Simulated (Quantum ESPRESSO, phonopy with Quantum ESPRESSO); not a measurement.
# Grüneisen parameters and expansion of LiF (Fm-3m)

Wanted: mode Grüneisen parameters of LiF and a free-energy fit over volumes.

Measurements to reproduce:
- volume expansion coefficient 99.6 1e-6/K and heat capacity C_P per formula unit 42 J/mol/K near room temperature (given in “High-Throughput Prediction of Finite-Temperature Properties using the Quasi-Harmonic Approximation”, 2016, arXiv:1603.06924)
- volume expansion coefficient 106.5 1e-6/K near room temperature (given in “Descriptors for thermal expansion in solids”, 2017, arXiv:1701.03966)

Main program and level: Quantum ESPRESSO 7.5; DFT LDA, scalar-relativistic, plane waves, GBRV ultrasoft pseudopotentials.

Report form: the programs' logs are mostly left out.

## 1. The structure

It takes space group Fm-3m (No. 225, cubic). Conventional cell: a = 4.028 Å, b = 4.028 Å, c = 4.028 Å, α = 90.00°, β = 90.00°, γ = 90.00°. Li has 6 F at 2.01 Å nearest. Nearest to F lie 6 Li at 2.01 Å. Farther neighbours and most contacts between anions are not listed.

Structure file:

```cif
data_structure
_symmetry_space_group_name_H-M 'P 1'
_symmetry_Int_Tables_number 1
_cell_length_a 2.8482
_cell_length_b 2.8482
_cell_length_c 2.8482
_cell_angle_alpha 60.000
_cell_angle_beta 60.000
_cell_angle_gamma 60.000
_cell_volume 16.34
loop_
_atom_site_label
_atom_site_type_symbol
_atom_site_fract_x
_atom_site_fract_y
_atom_site_fract_z
_atom_site_occupancy
Li1 Li 0.00000 0.00000 0.00000 1
F2 F 0.50000 0.50000 0.50000 1
```

## 2. A first coarse run

Before spending time, one coarse run tells the gap and the pressure of the starting cell.

probe.in

```
&CONTROL
  calculation = 'scf'
  prefix      = 'x'
  outdir      = './tmp'
  pseudo_dir  = './pseudo'
  tprnfor     = .true.
  tstress     = .true.
  verbosity   = 'high'
/
&SYSTEM
  ibrav       = 0
  nat         = 2
  ntyp        = 2
  ecutwfc     = 45.0
  ecutrho     = 270.0
  occupations = 'smearing'
  smearing    = 'gaussian'
  degauss     = 0.01
/
&ELECTRONS
  conv_thr         = 1.0d-07
  mixing_beta      = 0.7
  electron_maxstep = 100
/
ATOMIC_SPECIES
 Li      6.9400  Li.upf
 F      18.9984  F.upf
CELL_PARAMETERS angstrom
     0.000000000    2.014000000    2.014000000
     2.014000000    0.000000000    2.014000000
     2.014000000    2.014000000    0.000000000
ATOMIC_POSITIONS crystal
 Li     0.000000000   0.000000000   0.000000000
 F      0.500000000   0.500000000   0.500000000
K_POINTS automatic
 8 8 8 0 0 0
```

Started as:

```console
$ OMP_NUM_THREADS=1 mpirun -n 8 pw.x -nk 8 -in probe.in > probe.out
```

Wall time 1.1 s (8 MPI ranks of Arm Neoverse V1, shared host).

This step gave:

```yaml
volume_per_atom: 8.169 Å³
pressure: -6.227 GPa
gap_on_the_k_mesh: 8.813 eV
```

The start is under -6.2 GPa at this level and looks like an insulator or semiconductor on this mesh.

## 3. Relaxation

Phonons are second derivatives about a minimum, so cell and atoms are relaxed first, inside the symmetry of the start.

relax.in

```
&CONTROL
  calculation   = 'vc-relax'
  prefix        = 'x'
  outdir        = './tmp'
  pseudo_dir    = './pseudo'
  tprnfor       = .true.
  tstress       = .true.
  forc_conv_thr = 2.0d-05
  etot_conv_thr = 1.0d-07
  nstep         = 40
/
&SYSTEM
  ibrav       = 0
  nat         = 2
  ntyp        = 2
  ecutwfc     = 45.0
  ecutrho     = 270.0
  occupations = 'fixed'
  nbnd        = 7
/
&ELECTRONS
  conv_thr         = 1.0d-11
  mixing_beta      = 0.7
  electron_maxstep = 100
/
&IONS
/
&CELL
  press_conv_thr = 0.1
/
ATOMIC_SPECIES
 Li      6.9400  Li.upf
 F      18.9984  F.upf
CELL_PARAMETERS angstrom
     0.000000000    2.014000000    2.014000000
     2.014000000    0.000000000    2.014000000
     2.014000000    2.014000000    0.000000000
ATOMIC_POSITIONS crystal
 Li     0.000000000   0.000000000   0.000000000
 F      0.500000000   0.500000000   0.500000000
K_POINTS automatic
 6 6 6 0 0 0
```

Started as:

```console
$ OMP_NUM_THREADS=1 mpirun -n 8 pw.x -nk 8 -in relax.in > relax.out
```

It took 2.1 s on 8 MPI ranks; 17 s of CPU time.

The steps of the relaxation:

```csv
step,energy less that of the first step (eV),largest force (eV/Å),volume (Å³)
1,0.0000,0.0000,16.34
2,-0.0173,0.0000,15.82
3,-0.0289,0.0000,15.06
4,-0.0291,0.0000,14.96
5,-0.0291,0.0000,14.97
6,-0.0290,0.0000,14.97
```

```csv
"conventional cell, symmetrised",before,after,change
a (Å),4.028,3.912,-2.9 %
b (Å),4.028,3.912,-2.9 %
c (Å),4.028,3.912,-2.9 %
volume (Å³/atom),8.17,7.48,-8.4 %
```

The relaxed structure:

```
CELL_PARAMETERS angstrom
0.00000 1.95597 1.95597
1.95597 0.00000 1.95597
1.95597 1.95597 0.00000
ATOMIC_POSITIONS crystal
Li 0.00000 0.00000 0.00000
F 0.50000 0.50000 0.50000
```

A gap read on the k-mesh alone can miss the band edges.

Numbers from this step:

```
volume per atom   : 7.483 Å³
pressure          : -0.01100 GPa
gap on the k-mesh : 9.641 eV
```

After the last step pw.x solved the final cell once more on a basis chosen for it, which moves the energy without moving the atoms.

## 4. Ground state at this cell

A tight ground state at this cell gives the energy of this member; its pressure is the stress at this cutoff, which can carry an offset from the finite basis.

scf.in

```
&CONTROL
  calculation = 'scf'
  prefix      = 'x'
  outdir      = './tmp'
  pseudo_dir  = './pseudo'
  tprnfor     = .true.
  tstress     = .true.
/
&SYSTEM
  ibrav       = 0
  nat         = 2
  ntyp        = 2
  ecutwfc     = 45.0
  ecutrho     = 270.0
  occupations = 'fixed'
  nbnd        = 7
/
&ELECTRONS
  conv_thr         = 1.0d-12
  mixing_beta      = 0.7
  electron_maxstep = 100
/
ATOMIC_SPECIES
 Li      6.9400  Li.upf
 F      18.9984  F.upf
CELL_PARAMETERS angstrom
     0.000000000    1.955972282    1.955972282
     1.955972282    0.000000000    1.955972282
     1.955972282    1.955972282    0.000000000
ATOMIC_POSITIONS crystal
 Li     0.000000000   0.000000000   0.000000000
 F      0.500000000   0.500000000   0.500000000
K_POINTS automatic
 8 8 8 0 0 0
```

Started as:

```console
$ OMP_NUM_THREADS=1 mpirun -n 8 pw.x -nk 8 -in scf.in > scf.out
```

Run time: 1.2 s. Hardware: 8 MPI ranks; 8.6 s of CPU time.

This step gave:

```yaml
pressure: -0.01 GPa
gap_on_the_k_mesh: 9.642 eV
```

On a basis chosen for the relaxed cell the pressure is -0.01 GPa, small enough for phonons.

## 5. Zone-centre response

In a polar crystal the Born charges and ε∞ give the long-range dipole term that a finite supercell misses. They are those of this k-mesh and were not tested on a denser one; where the gap is small they converge slowly, and the LO modes with them.

ph.in

```
phonons
&INPUTPH
  prefix = 'x'
  outdir = './tmp'
  fildyn = 'x.dyn'
  tr2_ph = 1.0d-18
  epsil  = .true.
/
0.000000000 0.000000000 0.000000000
```

scf.in is that of step 4.

Started as:

```console
$ OMP_NUM_THREADS=1 mpirun -n 8 ph.x -nk 8 -in ph.in > ph.out
```

It took 6.8 s on 8 MPI ranks; 54 s of CPU time.

This step gave:

* Γ frequencies: -14.57, -14.57, -14.57, 343.2, 343.2, 343.2 cm⁻¹ (negative: imaginary)
* Γ symmetry: T_1u G_15 G_4- I, T_1u G_15 G_4- I, T_1u G_15 G_4- I, T_1u G_15 G_4- I, T_1u G_15 G_4- I, T_1u G_15 G_4- I

ε∞:

```
2.11 0.00 0.00
0.00 2.11 0.00
0.00 0.00 2.11
```

Born charge (rows field, columns displacement), before the sum rule (e), principal values of the symmetric part by kind of site:

```csv
atom,atoms with these values,low,middle,high,mean
Li1,1,1.03,1.03,1.03,1.03
F2,1,-1.04,-1.04,-1.04,-1.04
```

In full for F2:

```
-1.04  0.00  0.00
 0.00 -1.04  0.00
 0.00  0.00 -1.04
```

The Born charges sum to zero within 0.0046 e; the rest is removed before use. Acoustic frequencies in this log differ from zero by the error of the sum rule, which ph.x does not impose.

## 6. Forces on a displaced cell

One atom (for the harmonic constants) or a pair of atoms (for the cubic ones) is moved by a few hundredths of an ångström; the forces on all atoms give a column of force constants. The threshold is tight because the forces are small.

System of this step: LiF. The cell holds 54 atoms: 27 Li and 27 F. Cell: a = 8.298 Å, b = 8.298 Å, c = 8.298 Å, α = 60.0°, β = 60.0°, γ = 60.0°. It derives from LiF, repeated 3×3×3.

disp-00001.in

```
&CONTROL
  calculation = 'scf'
  prefix      = 'x'
  outdir      = './tmp'
  pseudo_dir  = './pseudo'
  tprnfor     = .true.
  disk_io     = 'none'
/
&SYSTEM
  ibrav       = 0
  nat         = 54
  ntyp        = 2
  ecutwfc     = 45.0
  ecutrho     = 270.0
  occupations = 'fixed'
  nbnd        = 137
/
&ELECTRONS
  conv_thr         = 1.0d-11
  mixing_beta      = 0.7
  electron_maxstep = 100
/
ATOMIC_SPECIES
 Li      6.9400  Li.upf
 F      18.9984  F.upf
CELL_PARAMETERS angstrom
     0.000000000    5.867916846    5.867916846
     5.867916846    0.000000000    5.867916846
     5.867916846    5.867916846    0.000000000
ATOMIC_POSITIONS crystal
 Li     0.002410078   0.000000000   0.000000000
 Li     0.333333333   0.000000000   0.000000000
 Li     0.666666667   0.000000000   0.000000000
 Li     0.000000000   0.333333333   0.000000000
 Li     0.333333333   0.333333333   0.000000000
 Li     0.666666667   0.333333333   0.000000000
 Li     0.000000000   0.666666667   0.000000000
 Li     0.333333333   0.666666667   0.000000000
[... 42 atom lines left out ...]
 F      0.833333333   0.500000000   0.833333333
 F      0.166666667   0.833333333   0.833333333
 F      0.500000000   0.833333333   0.833333333
 F      0.833333333   0.833333333   0.833333333
K_POINTS automatic
 3 3 3 0 0 0
```

Started as:

```console
$ OMP_NUM_THREADS=1 mpirun -n 4 pw.x -nk 4 -in disp-00001.in > disp-00001.out
```

It took 4.8 min on 4 MPI ranks.

Numbers from this step:

```
gap on the k-mesh : 9.641 eV
```

Force (size) by element, in eV/Å:

```csv
element,atoms,mean,spread (r.m.s.),least,largest
Li,27,0.0103,0.0163,0.0012,0.0901
F,27,0.0054,0.0038,0.0010,0.0124
```

The atoms with the largest values:

```csv
atom,"x, y, z (Å)",force (eV/Å)
Li1,"0.00, 0.01, 0.01","0.0000, -0.0637, -0.0637"
Li2,"0.00, 1.96, 1.96","0.0000, 0.0129, 0.0129"
Li3,"0.00, 3.91, 3.91","0.0000, 0.0126, 0.0126"
F34,"5.87, 1.96, 5.87","0.0000, 0.0087, 0.0088"
F46,"5.87, 5.87, 1.96","0.0000, 0.0088, 0.0087"
F52,"9.78, 5.87, 5.87","0.0001, 0.0088, 0.0088"
F30,"1.96, 5.87, 5.87","-0.0001, 0.0088, 0.0088"
F48,"5.87, 9.78, 5.87","0.0000, 0.0067, 0.0087"
```

At this level the gap is 9.64 eV on the k-mesh of the self-consistent run, which can miss the band edges.

## 7. A displaced supercell

disp-00002.in, as its differences from disp-00001.in of step 6:

```diff
@@ -30,3 +30,3 @@
 ATOMIC_POSITIONS crystal
- Li     0.002410078   0.000000000   0.000000000
+ Li     0.000000000   0.000000000   0.000000000
  Li     0.333333333   0.000000000   0.000000000
@@ -57,3 +57,3 @@
  Li     0.666666667   0.666666667   0.666666667
- F      0.166666667   0.166666667   0.166666667
+ F      0.169076744   0.166666667   0.166666667
  F      0.500000000   0.166666667   0.166666667
```

Started as:

```console
$ OMP_NUM_THREADS=1 mpirun -n 4 pw.x -nk 4 -in disp-00002.in > disp-00002.out
```

Wall time 4.9 min (4 MPI ranks).

## 8. Phonons, V/V0 1

This step: DFT LDA, scalar-relativistic, plane waves, GBRV ultrasoft pseudopotentials (phonopy with Quantum ESPRESSO 4.10.0 / 7.5).

The job ended after 4.9 min (8 threads).

This step gave:

| Property | Result |
| --- | --- |
| point group | m-3m |
| highest frequency | 668.7 cm⁻¹ |
| Debye temperature from the second moment | 683 K |
| lowest frequency on the path | 0 cm⁻¹ |
| zero-point energy | 0.1297 eV/cell |
| Γ frequencies | 0, 0, 0, 343.6, 343.6, 343.6 cm⁻¹ (negative: imaginary) |

Phonopy, LO-TO term from ph.x's tensors. Phonon branches along the path, in cm⁻¹:

```csv
point,branch 1,branch 2,branch 3,branch 4,branch 5,branch 6
Γ,0,0,0,344,344,669
halfway,178,178,281,368,368,585
X,258,258,370,370,380,470
halfway,258,281,366,374,390,464
U,256,325,354,356,442,447
jump to K,256,325,354,356,442,447
halfway,183,209,293,314,384,618
Γ,0,0,0,344,344,669
halfway,152,152,267,335,335,653
L,234,234,325,325,400,626
halfway,250,287,343,371,385,547
W,288,335,335,397,425,425
halfway,274,285,368,383,387,457
X,258,258,370,370,380,470
```

Harmonic. Thermo, by row:

```
T (K)  F_vib (meV/atom)  S (J/mol-atom/K)  C_V (J/mol-atom/K)
    0             64.84                 0                   0
   50             64.81             0.237               0.806
  100             64.29             2.111               5.721
  150             62.35             5.523               11.28
  200              58.5             9.352               15.27
  250             52.68             13.06               17.91
  300             45.01              16.5               19.67
  350             35.64             19.62               20.87
  400             24.72             22.47               21.72
  450              12.4             25.06               22.33
  500             -1.22             27.44               22.79
  550            -16.01             29.63               23.14
  600             -31.9             31.66               23.41
  650             -48.8             33.54               23.63
  700            -66.64              35.3                23.8
  750            -85.36             36.95               23.95
  800            -104.9             38.49               24.06
  850            -125.2             39.96               24.16
  900            -146.3             41.34               24.24
  950            -168.1             42.65               24.31
 1000            -190.5              43.9               24.37
```

Phonopy on the run's constants, 21x21x21 mesh, Gaussian sigma 5.1 cm⁻¹. The modes by wavenumber; read off at these points; values in 1/cm⁻¹/cell:

```
wavenumber (cm⁻¹)        F       Li
              0.0   2.0e-5   1.0e-5
             20.0   1.5e-5   7.3e-6
             40.0   1.0e-4   4.0e-5
             60.0   4.6e-4   1.7e-4
             80.0   7.4e-4   2.5e-4
            100.0  0.00107   3.6e-4
            120.0  0.00129   4.2e-4
            140.0  0.00230   6.9e-4
            160.0  0.00335   9.1e-4
            180.0  0.00442  0.00108
            200.0  0.00583  0.00116
            220.0   0.0105  0.00150
            240.0   0.0207  0.00169
            252.8   0.0221   0.0019
            260.0   0.0203  0.00185
            280.0   0.0122   9.5e-4
            300.0  0.00948   7.8e-4
            320.0  0.00986   0.0127
            340.0   0.0109   0.0215
            360.0   0.0238   0.0238
            364.1   0.0224   0.0245
            380.0  0.00816   0.0171
            400.0  0.00174   0.0101
            420.0   9.3e-5  0.00562
            440.0   4.4e-7  0.00146
            460.0   6.6e-5  0.00389
            480.0   1.3e-4  0.00427
            500.0   1.6e-4  0.00429
            520.0   2.2e-4  0.00413
            540.0   2.9e-4  0.00412
            560.0   3.7e-4  0.00465
            580.0   4.5e-4  0.00500
            600.0   5.6e-4  0.00511
            620.0   6.8e-4  0.00503
            640.0   7.3e-4  0.00320
            660.0   4.7e-4  0.00153
            680.0   1.4e-6   1.3e-5
```

No LO-TO term. The modes at Γ (shares of kinetic energy by element, %):

```
mode  frequency (cm⁻¹)  symmetry  Li %  F %
   1               0.0       T1u    27   73
   2               0.0       T1u    27   73
   3               0.0       T1u    27   73
   4             343.6       T1u    73   27
   5             343.6       T1u    73   27
   6             343.6       T1u    73   27
```

Displacements in mode 5 (343.6 cm⁻¹), the largest set to 1:
```
Li1  0.00 -0.19  1.00
F2   0.00  0.07 -0.37
```

No mode is imaginary beyond numerical noise along the path.

The time given is that of the 2 pw.x runs on displaced cells behind this step.

## 9. Self-consistent run, V/V0 1.015

This step: DFT LDA, scalar-relativistic, plane waves, GBRV ultrasoft pseudopotentials (Quantum ESPRESSO 7.5).

System of this step: LiF. Symmetry: Fm-3m, No. 225, cubic system. The conventional cell has a = 3.931 Å, b = 3.931 Å, c = 3.931 Å, α = 90.00°, β = 90.00°, γ = 90.00°. Nearest to Li lie 6 F at 1.97 Å. Nearest to F lie 6 Li at 1.97 Å. Farther neighbours and most contacts between anions are not listed.

scf.in: that of step 5 with these lines changed.

```diff
@@ -26,5 +26,5 @@
 CELL_PARAMETERS angstrom
-     0.000000000    1.955972282    1.955972282
-     1.955972282    0.000000000    1.955972282
-     1.955972282    1.955972282    0.000000000
+     0.000000000    1.965703648    1.965703648
+     1.965703648    0.000000000    1.965703648
+     1.965703648    1.965703648    0.000000000
 ATOMIC_POSITIONS crystal
```

Started as:

```console
$ OMP_NUM_THREADS=1 mpirun -n 8 pw.x -nk 8 -in scf.in > scf.out
```

Elapsed: 1.2 s, on 8 MPI ranks.

At this level the gap is 9.49 eV on the k-mesh of the self-consistent run, which can miss the band edges.

## 10. Zone-centre response

ph.in is that of step 5.

scf.in is that of step 9.

Started as:

```console
$ OMP_NUM_THREADS=1 mpirun -n 8 ph.x -nk 8 -in ph.in > ph.out
```

It took 6.9 s on 8 MPI ranks; 54 s of CPU time.

ε∞:

```
2.11 0.00 0.00
0.00 2.11 0.00
0.00 0.00 2.11
```

The Born charges sum to zero within 0.0047 e; the rest is removed before use. Acoustic frequencies in this log differ from zero by the error of the sum rule, which ph.x does not impose.

## 11. Forces on a displaced cell

System of this step: LiF. The cell holds 54 atoms: 27 Li and 27 F. Its edges and angles: a = 8.340 Å, b = 8.340 Å, c = 8.340 Å, α = 60.0°, β = 60.0°, γ = 60.0°. It derives from LiF, repeated 3×3×3.

disp-00001.in: that of step 6 with these lines changed.

```diff
@@ -26,7 +26,7 @@
 CELL_PARAMETERS angstrom
-     0.000000000    5.867916846    5.867916846
-     5.867916846    0.000000000    5.867916846
-     5.867916846    5.867916846    0.000000000
+     0.000000000    5.897110943    5.897110943
+     5.897110943    0.000000000    5.897110943
+     5.897110943    5.897110943    0.000000000
 ATOMIC_POSITIONS crystal
- Li     0.002410078   0.000000000   0.000000000
+ Li     0.002398146   0.000000000   0.000000000
  Li     0.333333333   0.000000000   0.000000000
```

Started as:

```console
$ OMP_NUM_THREADS=1 mpirun -n 4 pw.x -nk 4 -in disp-00001.in > disp-00001.out
```

Run time: 4.3 min. Hardware: 4 MPI ranks.

## 12. Phonons, V/V0 1.015

This step: DFT LDA, scalar-relativistic, plane waves, GBRV ultrasoft pseudopotentials (phonopy with Quantum ESPRESSO 4.10.0 / 7.5).

Wall time 4.7 min (8 threads).

Phonopy, LO-TO term from ph.x's tensors. Phonon branches along the path, in cm⁻¹:

```
    point  branch 1  branch 2  branch 3  branch 4  branch 5  branch 6
        Γ         0         0         0       330       330       660
  halfway       176       176       272       355       355       578
        X       255       255       356       356       369       462
  halfway       255       278       353       364       378       456
        U       252       318       342       348       433       438
jump to K       252       318       342       348       433       438
  halfway       176       207       287       303       371       609
        Γ         0         0         0       330       330       660
  halfway       148       148       262       322       322       644
        L       227       227       314       314       393       617
  halfway       244       281       332       359       380       539
        W       281       328       328       388       414       414
  halfway       269       282       359       372       374       449
        X       255       255       356       356       369       462
```

No mode is imaginary beyond numerical noise along the path. The highest zone-centre mode (no LO–TO term) moved by -3.9 % for a volume change of +1.5 %.

The time given is that of the 2 pw.x runs on displaced cells behind this step.

## 13. Self-consistent run, V/V0 0.985

This step: DFT LDA, scalar-relativistic, plane waves, GBRV ultrasoft pseudopotentials (Quantum ESPRESSO 7.5).

System of this step: LiF. The structure is cubic, space group Fm-3m (No. 225). The conventional cell has a = 3.892 Å, b = 3.892 Å, c = 3.892 Å, α = 90.00°, β = 90.00°, γ = 90.00°. Li has 6 F at 1.95 Å nearest. Nearest to F lie 6 Li at 1.95 Å. Farther neighbours and most contacts between anions are not listed.

scf.in: that of step 10 with these lines changed.

```diff
@@ -26,5 +26,5 @@
 CELL_PARAMETERS angstrom
-     0.000000000    1.965703648    1.965703648
-     1.965703648    0.000000000    1.965703648
-     1.965703648    1.965703648    0.000000000
+     0.000000000    1.946143110    1.946143110
+     1.946143110    0.000000000    1.946143110
+     1.946143110    1.946143110    0.000000000
 ATOMIC_POSITIONS crystal
```

Started as:

```console
$ OMP_NUM_THREADS=1 mpirun -n 8 pw.x -nk 8 -in scf.in > scf.out
```

The job ended after 1.2 s (8 MPI ranks).

The run ends at a pressure of 1.35 GPa.

## 14. Zone-centre response

ph.in is that of step 10.

scf.in is that of step 13.

Started as:

```console
$ OMP_NUM_THREADS=1 mpirun -n 8 ph.x -nk 8 -in ph.in > ph.out
```

Wall time 7.1 s (8 MPI ranks).

The Born charges sum to zero within 0.0046 e; the rest is removed before use. Acoustic frequencies in this log differ from zero by the error of the sum rule, which ph.x does not impose.

(Continued in part 2 of 2.)

[Logs are printed without paths, hosts, clocks, repeated set-up lines and the standing remarks that a program may print on its own settings, such as how far it seeks lower states.]

[Hosts, paths, dates, database ids (printed as entryN), source tags and the programs' standing remarks are cut or masked in the printed files.]

[A step with changed settings may run another functional than the one named; its input shows which.]

[Of the runs on displaced cells, only some may be shown.]
